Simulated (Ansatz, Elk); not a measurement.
## Bonding as seen by X-rays: Mn4P

The structure of Mn4P used here is made up (a known structure type with other elements) and was relaxed beforehand with PBE. The aim is the Fourier transform of its all-electron density, F(hkl), set beside the sum over free spherical atoms that refinements use.

Main program and level: Elk 11.2.3 (patched build); DFT, PBE, all-electron APW+lo, Dirac cores, scalar-relativistic bands, static density, no spin.

The structure was built from a prototype and need not be the compound's stable phase.

## (1) The structure

The structure is trigonal, space group R-3m (No. 166). The conventional cell has a = 2.557 Å, b = 2.557 Å, c = 28.722 Å, α = 90.00°, β = 90.00°, γ = 120.00°. Nearest to Mn lie 3 P at 2.35 Å and 9 Mn at 2.44 to 2.56 Å. Nearest to Mn lie 12 Mn at 2.44 to 2.56 Å. P has 6 Mn at 2.35 Å and 6 P at 2.56 Å nearest. Farther neighbours are not listed.

## (2) Ground state and structure factors

An all-electron density is needed, since X-rays see the cores too. Task 0 finds the density and task 195 Fourier-transforms it; tshift is off so that phases refer to the origin typed.

Input file elk.in:

```
tasks
  0
  195

xctype
  20

spinpol
  .false.

rgkmax
  7.0

gmaxvr
  14.0

lmaxo
  7

lmaxapw
  8

swidth
  0.002

tshift
  .false.

ramdisk
  .false.

hmaxvr
  5.5

maxscl
  120

epspot
  1e-06

sppath
  './'

avec
  2.41605523749 1.39491014146 18.09222935911
  -2.41605523749 1.39491014146 18.09222935911
  -0.00000000000 -2.78982028376 18.09222935904

atoms
  2
  'Mn.in'
  4
  0.3971432854 0.3971432854 0.3971432854   0.000000 0.000000 0.000000
  0.7982342275 0.7982342275 0.7982342275   0.000000 0.000000 0.000000
  0.2017657725 0.2017657725 0.2017657725   0.000000 0.000000 0.000000
  0.6028567146 0.6028567146 0.6028567146   0.000000 0.000000 0.000000
  'P.in'
  1
  -0.0000000000 -0.0000000000 -0.0000000000   0.000000 0.000000 0.000000

ngridk
  10 10 10
```

Run with:

```console
$ OMP_NUM_THREADS=4 elk
```

Numbers of over 12 decimals in the logs are rounded to 6 here.

The program printed:

```text
┌─────────────────────────┐
│ Elk code version 11.2.3 │
└─────────────────────────┘

All units are atomic (Hartree, Bohr, etc.)

┌─────────────────────────────────────────────────┐
│ Ground-state run starting from atomic densities │
└─────────────────────────────────────────────────┘

Lattice vectors :
   2.416055237       1.394910141       18.09222936
  -2.416055237       1.394910141       18.09222936
  -0.000000000      -2.789820284       18.09222936

Reciprocal lattice vectors :
   1.300298356      0.7507276059      0.1157621353
  -1.300298356      0.7507276059      0.1157621353
 -0.1480887053E-16  -1.501455212      0.1157621352

Unit cell volume      :    365.8444122
Brillouin zone volume :   0.6780210525

Muffin-tin inner radius fraction :   0.1000000000E-01

Nuclei treated as point charges

Species : 1 (Mn)
 parameters loaded from : Mn.in
 name : manganese
 nuclear charge    :   -25.00000000
 electronic charge :    25.00000000
 atomic mass :    100145.9370
 muffin-tin radius :    2.239361278
 number of radial points in muffin-tin :    993
 inner part over the whole radius :   0.9846167207E-02
 number on inner part of muffin-tin    :    698
 approximate nuclear radius :   0.7074591925E-04
 number of mesh points to nuclear radius :    331
 atomic positions (lattice), magnetic fields (Cartesian) :
  1 :   0.39714329  0.39714329  0.39714329    0.00000000  0.00000000  0.00000000
  2 :  -0.20176577 -0.20176577 -0.20176577    0.00000000  0.00000000  0.00000000
  3 :   0.20176577  0.20176577  0.20176577    0.00000000  0.00000000  0.00000000
  4 :  -0.39714329 -0.39714329 -0.39714329    0.00000000  0.00000000  0.00000000

Species : 2 (P)
 parameters loaded from : P.in
 name : phosphorus
 nuclear charge    :   -15.00000000
 electronic charge :    15.00000000
 atomic mass :    56461.71230
 muffin-tin radius :    2.157906125
 number of radial points in muffin-tin :    793
 inner part over the whole radius :   0.9854210141E-02
 number on inner part of muffin-tin    :    553
 approximate nuclear radius :   0.6081821256E-04
 number of mesh points to nuclear radius :    249
 atomic positions (lattice), magnetic fields (Cartesian) :
  1 :   0.00000000  0.00000000  0.00000000    0.00000000  0.00000000  0.00000000

Total number of atoms per unit cell :    5
Total muffin-tin volume :    230.2480191
 ratio of muffin-tin to unit cell volume :   0.6293604916

Spin treatment :
 spin-unpolarised

Number of Bravais lattice symmetries :   12
Number of crystal symmetries         :   12
Crystal has inversion symmetry
Real symmetric eigensolver will be used

k-point grid :     10    10    10
k-point offset :    0.000000000       0.000000000       0.000000000
k-point set is reduced with full crystal symmetry group
Total number of k-points :      116

Muffin-tin radius times maximum |G+k| :    7.000000000
 using average radius
Maximum |G+k| for APW functions       :    3.148798383
Maximum (1/2)|G+k|²                   :    4.957465630
Maximum |G| for potential and density :    14.00000000
Constant for pseudocharge density :    8
 order of it for each species :   15  15
 order of it for pair densities of each species (exact exchange by exxq0 0: 16) :   10   9
Radial integration step length :    1

G-vector grid sizes :     84    84    84
Number of G-vectors :    16935

Maximum angular momentum used for
 APW functions            :    8
 outer part of muffin-tin :    7
 inner part of muffin-tin :    2

Total nuclear charge    :   -115.0000000
Total core charge       :    50.00000000
Total valence charge    :    65.00000000
Total excess charge     :    0.000000000
Total electronic charge :    115.0000000

Effective Wigner radius, rₛ :   0.9123678898

Number of empty states         :     20
Total number of valence states :     53
Total number of core states    :     50

Third-order local-orbitals added for an l without core states : T
Total number of local-orbitals :     97

Exchange-correlation functional :     20     0     0
[...]
xc potential                :     -301.01852669318
 exchange                    :     -226.38785322063
 correlation                 :     -5.282823
 electron entropic           :    -0.23814779544358E-02
 total energy                :     -4977.5131828224

Density of states at Fermi energy :    181.9066679
 (states/Hartree/unit cell)

Estimated indirect band gap :   0.1534732252E-03
 from k-point 39 to k-point 112
Estimated direct band gap   :   0.1439436835E-02
 at k-point 62

Charges :
 core                        :    50.00000000
 valence                     :    65.00000000
 interstitial                :    6.898556732
 muffin-tins (core leakage)
  species : 1 (Mn)
   atom 1                    :    23.76027120     ( -0.2206869159E-06)
[...]
species : 2 (P)
[...]
total in muffin-tins        :    108.1014433
 total calculated charge     :    114.9983497
 total charge                :    115.0000000
 error                       :   0.1650284767E-02

RMS change in Kohn-Sham potential (target) :   0.3120918091     (  0.1000000000E-05)
Absolute change in total energy (target)   :   0.7201393341E-01 (  0.1000000000E-03)

[... loops 3 to 20 left out ...]

┌──────────────────┐
│ Loop number : 21 │
└──────────────────┘

Energies :
 Fermi                       :     0.421941
 sum of occupied eigenvalues :     -2867.4610763493
 electron kinetic            :      5035.9725157117
 core electron kinetic       :      4550.7236573273
 Coulomb                     :     -9780.1842550985
 Coulomb potential           :     -7601.8924520654
 nuclear-nuclear             :     -916.24337531499
 electron-nuclear            :     -10161.864195756
 Hartree                     :      1297.9233159726
 Madelung                    :     -5979.2380290658
 xc potential                :     -301.54113999559
 exchange                    :     -227.21491050584
 correlation                 :     -5.273808
 electron entropic           :    -0.24989718749860E-02
 total energy                :     -4976.7029569773

Density of states at Fermi energy :    189.4420461
 (states/Hartree/unit cell)

Estimated indirect band gap :   0.7971342756E-04
 from k-point 80 to k-point 70
Estimated direct band gap   :   0.2655304209E-02
 at k-point 74

Charges :
 core                        :    50.00000000
 valence                     :    65.00000000
 interstitial                :    6.422478156
 muffin-tins (core leakage)
  species : 1 (Mn)
[...]
species : 2 (P)
[...]
total in muffin-tins        :    108.5775218
 total calculated charge     :    114.9982170
 total charge                :    115.0000000
 error                       :   0.1782969360E-02

RMS change in Kohn-Sham potential (target) :   0.2917285591E-06 (  0.1000000000E-05)
Absolute change in total energy (target)   :   0.1196784251E-04 (  0.1000000000E-03)

Convergence targets achieved

┌──────────────────┐
│ Loop number : 22 │
└──────────────────┘

Energies :
 Fermi                       :     0.421941
 sum of occupied eigenvalues :     -2867.4610690818
 electron kinetic            :      5035.9725134095
 core electron kinetic       :      4550.7236575530
 Coulomb                     :     -9780.1842475924
 Coulomb potential           :     -7601.8924550725
 nuclear-nuclear             :     -916.24337531499
 electron-nuclear            :     -10161.864178030
 Hartree                     :      1297.9233057529
 Madelung                    :     -5979.2380200561
 xc potential                :     -301.54112741874
 exchange                    :     -227.21490993802
 correlation                 :     -5.273808
 electron entropic           :    -0.24989717776332E-02
 total energy                :     -4976.7029511985

Density of states at Fermi energy :    189.4420424
 (states/Hartree/unit cell)

Estimated indirect band gap :   0.7970972420E-04
 from k-point 80 to k-point 70
Estimated direct band gap   :   0.2655305139E-02
 at k-point 74

Charges :
 core                        :    50.00000000
 valence                     :    65.00000000
 interstitial                :    6.422478268
 muffin-tins (core leakage)
  species : 1 (Mn)
[...]
atom 3                    :    23.71245062     ( -0.2206874274E-06)
   atom 4                    :    23.84915286     ( -0.2206874452E-06)
  species : 2 (P)
   atom 1                    :    13.45431476     (  0.4027577403E-03)
 total in muffin-tins        :    108.5775217
 total calculated charge     :    114.9982170
 total charge                :    115.0000000
 error                       :   0.1782969451E-02

┌──────────────────────────────┐
│ Self-consistent loop stopped │
└──────────────────────────────┘

Warning : core states of species 2 leak from the muffin-tin :   0.4027577403E-03

Wrote STATE.OUT
```

It took 2.4 min on 4 threads of Arm Neoverse V1, shared host; peak memory 0.37 GiB.

SFACRHO.OUT:

```text

h k l indices transformed by vhmat matrix:
   1.000000000       0.000000000       0.000000000    
   0.000000000       1.000000000       0.000000000    
   0.000000000       0.000000000       1.000000000    

      h      k      l  multipl.   |H|            Re(F)            Im(F)           |F|

      0      0      0      1   0.0000000       115.00000      0.84442032E-17   115.00000    
     -1     -1     -1      2  0.34728641      -6.4815043     -0.10171049E-13   6.4815043    
      2      2      2      2  0.69457281      -9.5190798     -0.50555056E-14   9.5190798    
      3      3      3      2   1.0418592      -8.8073742     -0.17741316E-13   8.8073742    
     -4     -4     -4      2   1.3891456      -18.985679     -0.30499277E-13   18.985679    
      0      0     -1      6   1.5059112      -8.2487556      0.25241044E-14   8.2487556    
      1      0      1      6   1.5192009      -9.8549156      0.50826818E-14   9.8549156    
      2      1      1      6   1.5712357      -8.0399885     -0.25455328E-14   8.0399885    
      1      2      2      6   1.6091580       79.137013     -0.15204747E-13   79.137013    
      2      2      3      6   1.7061684      -13.356136      0.25403863E-13   13.356136    
      5      5      5      2   1.7364320       74.513770     -0.58993897E-13   74.513770    
     -3     -2     -3      6   1.7640928      -1.2743466     -0.20317804E-13   1.2743466    
      3      3      4      6   1.8959048       72.237216     -0.28543565E-13   72.237216    
      3      4      4      6   1.9687238      -6.7025507     -0.50524406E-14   6.7025507    
      6      6      6      2   2.0837184       5.7460716      0.38099273E-13   5.7460716    
     -5     -4     -4      6   2.1258210       2.3748011     -0.38090510E-13   2.3748011    
      5      4      5      6   2.2092846      -5.8941397     -0.23475257E-13   5.8941397    
      5      6      5      6   2.3843219      -5.4161893     -0.50622809E-14   5.4161893
```

Elk indexes on the primitive cell of elk.in and gives |H| = 4π sin θ/λ in inverse bohr. Below, one row stands for each form hkl of the conventional cell (m members, Friedel mates merged), F is for one primitive cell and the density is static (no thermal factor). Free-atom factors are Waasmaier and Kirfel's, and R is Σm||F|−|F'||/Σm|F|.

```
   hkl   m  sin θ/λ (Å⁻¹)  abs F, DFT  neutral atoms   diff.
   003   2          0.052       6.481          6.379  +0.102
   006   2          0.104       9.519          9.266  +0.253
   009   2          0.157       8.807          8.702  +0.105
0 0 12   2          0.209      18.986         19.118  -0.132
   101   6          0.227       8.249          8.364  -0.116
   012   6          0.229       9.855         10.046  -0.191
   104   6          0.236       8.040          8.169  -0.129
   015   6          0.242      79.137         79.785  -0.648
   107   6          0.257      13.356         13.584  -0.228
0 0 15   2          0.261      74.514         75.500  -0.986
   018   6          0.265       1.274          1.438  -0.164
1 0 10   6          0.285      72.237         73.105  -0.868
0 1 11   6          0.296       6.703          6.860  -0.157
0 0 18   2          0.313       5.746          5.928  -0.182
1 0 13   6          0.320       2.375          2.408  -0.033
0 1 14   6          0.332       5.894          5.960  -0.066
1 0 16   6          0.359       5.416          5.414  +0.002
0 0 21   2          0.366       4.841          4.792  +0.049
0 1 17   6          0.372      16.788         16.820  -0.032
   110   6          0.391      60.535         60.655  -0.120
   113  12          0.395       3.684          3.708  -0.024
1 0 19   6          0.401       4.422          4.379  +0.043
```

## (3) The highest occupied states alone

An energy window below the Fermi level keeps the highest occupied states, to see at which angles they scatter; shallow core shells can lie inside it and anion s states outside. No new self-consistency is needed.

Edit elk.in of step 2 so:

```diff
@@ -1,3 +1,2 @@
 tasks
-  0
   195
@@ -40,2 +39,5 @@
 
+wsfac
+  0.054450 0.721940
+
 sppath
```

Run with:

```console
$ OMP_NUM_THREADS=4 elk
```

The program printed:

```text
┌─────────────────────────────────┐
│ Elk code version 11.2.3 started │
└─────────────────────────────────┘

Info(readinput): the functional depends on the density's gradient
 muffin-tin radial points multiplied by    2.00000
 (not where nrmtscf is given)

┌────────────────────┐
│ Current task : 195 │
└────────────────────┘
Info(checkmt): changed muffin-tin radius of species 1 (Mn) from   2.4000 to   2.2394
Info(checkmt): changed muffin-tin radius of species 2 (P) from   2.2000 to   2.1579

Info(sfacrho): density structure factors written to SFACRHO.OUT

 Energy window :   0.5445000000E-01  0.7219400000

┌──────────────────┐
│ Elk code stopped │
└──────────────────┘
```

Elapsed: 8.4 s, on 4 threads; peak memory 0.22 GiB; 17 s of CPU time.

States within 10 eV below the Fermi level hold 31.24 electrons; any levels below the window count with the cores, and a count that is not whole means the window cuts a band. Their amplitudes can exceed the total, where window and core parts have opposite phase:

| hkl | sin θ/λ (Å⁻¹) | abs F, window | abs F, all |
| --- | --- | --- | --- |
| 003 | 0.052 | 2.708 | 6.481 |
| 006 | 0.104 | 3.269 | 9.519 |
| 009 | 0.157 | 2.777 | 8.807 |
| 0 0 12 | 0.209 | 4.040 | 18.986 |
| 101 | 0.227 | 2.175 | 8.249 |
| 012 | 0.229 | 2.358 | 9.855 |
| 104 | 0.236 | 2.104 | 8.040 |
| 015 | 0.242 | 9.841 | 79.137 |
| 107 | 0.257 | 2.688 | 13.356 |
| 0 0 15 | 0.261 | 8.204 | 74.514 |

## (4) Another functional

The difference from free atoms is small, so it is set against the change that PBEsol makes.

Edit elk.in of step 3 so:

```diff
@@ -1,2 +1,3 @@
 tasks
+  0
   195
@@ -4,3 +5,3 @@
 xctype
-  20
+  22
 
@@ -39,5 +40,2 @@
 
-wsfac
-  0.054450 0.721940
-
 sppath
```

Run with:

```console
$ OMP_NUM_THREADS=4 elk
```

The program printed:

```text
┌─────────────────────────┐
│ Elk code version 11.2.3 │
└─────────────────────────┘

All units are atomic (Hartree, Bohr, etc.)

┌─────────────────────────────────────────────────┐
│ Ground-state run starting from atomic densities │
└─────────────────────────────────────────────────┘

Lattice vectors :
   2.416055237       1.394910141       18.09222936
  -2.416055237       1.394910141       18.09222936
  -0.000000000      -2.789820284       18.09222936

Reciprocal lattice vectors :
   1.300298356      0.7507276059      0.1157621353
[...]
muffin-tins (core leakage)
  species : 1 (Mn)
[...]
atom 4                    :    23.85139248     ( -0.2206871841E-06)
  species : 2 (P)
   atom 1                    :    13.44664973     (  0.4079694549E-03)
 total in muffin-tins        :    108.5725761
 total calculated charge     :    114.9981869
 total charge                :    115.0000000
 error                       :   0.1813069626E-02

┌──────────────────────────────┐
│ Self-consistent loop stopped │
└──────────────────────────────┘

Warning : core states of species 2 leak from the muffin-tin :   0.4079694549E-03

Wrote STATE.OUT
[key lines of the parts left out:]
total energy                :     -4971.7230113156
```

Run time: 2.3 min. Hardware: 4 threads; peak memory 0.37 GiB.

Against the first run R = 0.05 %; the largest change is -0.039 at 0 0 15.

## (5) Basis size

A smaller basis shows how fast F responds to it; the change is likely larger than the basis error of the first run, but doesn't show convergence.

Edit elk.in of step 4 so:

```diff
@@ -5,3 +5,3 @@
 xctype
-  22
+  20
 
@@ -11,3 +11,3 @@
 rgkmax
-  7.0
+  5.5
```

Run with:

```console
$ OMP_NUM_THREADS=4 elk
```

The program printed:

```text
┌─────────────────────────┐
│ Elk code version 11.2.3 │
└─────────────────────────┘

All units are atomic (Hartree, Bohr, etc.)

┌─────────────────────────────────────────────────┐
│ Ground-state run starting from atomic densities │
└─────────────────────────────────────────────────┘

Lattice vectors :
   2.416055237       1.394910141       18.09222936
  -2.416055237       1.394910141       18.09222936
  -0.000000000      -2.789820284       18.09222936

Reciprocal lattice vectors :
   1.300298356      0.7507276059      0.1157621353
[...]
muffin-tins (core leakage)
  species : 1 (Mn)
[...]
atom 4                    :    23.79373791     ( -0.2206874967E-06)
  species : 2 (P)
   atom 1                    :    13.44079445     (  0.4018218506E-03)
 total in muffin-tins        :    108.3446032
 total calculated charge     :    115.0003737
 total charge                :    115.0000000
 error                       :   0.3736985395E-03

┌──────────────────────────────┐
│ Self-consistent loop stopped │
└──────────────────────────────┘

Warning : core states of species 2 leak from the muffin-tin :   0.4018218506E-03

Wrote STATE.OUT
[key lines of the parts left out:]
total energy                :     -4976.5272134137
```

Run time: 1.9 min. Hardware: 4 threads; peak memory 0.36 GiB.

Against the first run R = 0.09 %; the largest change is +0.141 at 110.

## (6) Settings against the effect

```
          run  R against the first run (%)  R against neutral atoms, low angle (%)  wall time
PBE, rgkmax 7                         0.00                                    1.27    2.4 min
       PBEsol                         0.05                                    1.32    2.3 min
   rgkmax 5.5                         0.09                                    1.35    1.9 min
```

## (7) Results

```yaml
r_against_neutral_atoms_sin_theta_lambda_0p3_a_minus1: 1.27 %
r_against_neutral_atoms_0p3_to_0p83_a_minus1: 0.29 %
```

What this shows: Independent neutral atoms miss the calculated amplitudes by R = 1.27 % below 0.3 Å⁻¹ and 0.29 % from there to 0.83 Å⁻¹; by shells, 2.22 % below 0.15 Å⁻¹ (2 forms), 1.25 % 0.15 to 0.3 (11 forms), 0.26 % 0.3 to 0.45 (15 forms), 0.30 % above 0.45 (109 forms). Bonding, aspherical density and the tables' own atoms all enter these figures, and the runs don't part them. The largest change of an amplitude is -0.99 electrons, at 0 0 15. The window's part falls from 31.2 electrons at the origin to at most 3.01 between 0.45 and 0.83 Å⁻¹, where compact states inside the window still scatter. Below 0.3 Å⁻¹ the changes that finished (PBEsol and rgkmax 5.5) move F by R = 0.09 % at most, against the 1.27 % that separates it from free atoms. The k-mesh has no finished test. These runs have no spin, though d or f shells may be open. Part of the difference isn't bonding: the tables are fits to free atoms and ions calculated by other methods than this functional. Thermal motion, anomalous dispersion and extinction are left out.

[Logs are printed without paths, hosts, clocks, repeated set-up lines and the standing remarks that a program may print on its own settings, such as how far it seeks lower states.]

[Hosts, paths, dates, database ids (printed as entryN), source tags and the programs' standing remarks are cut or masked in the printed files.]
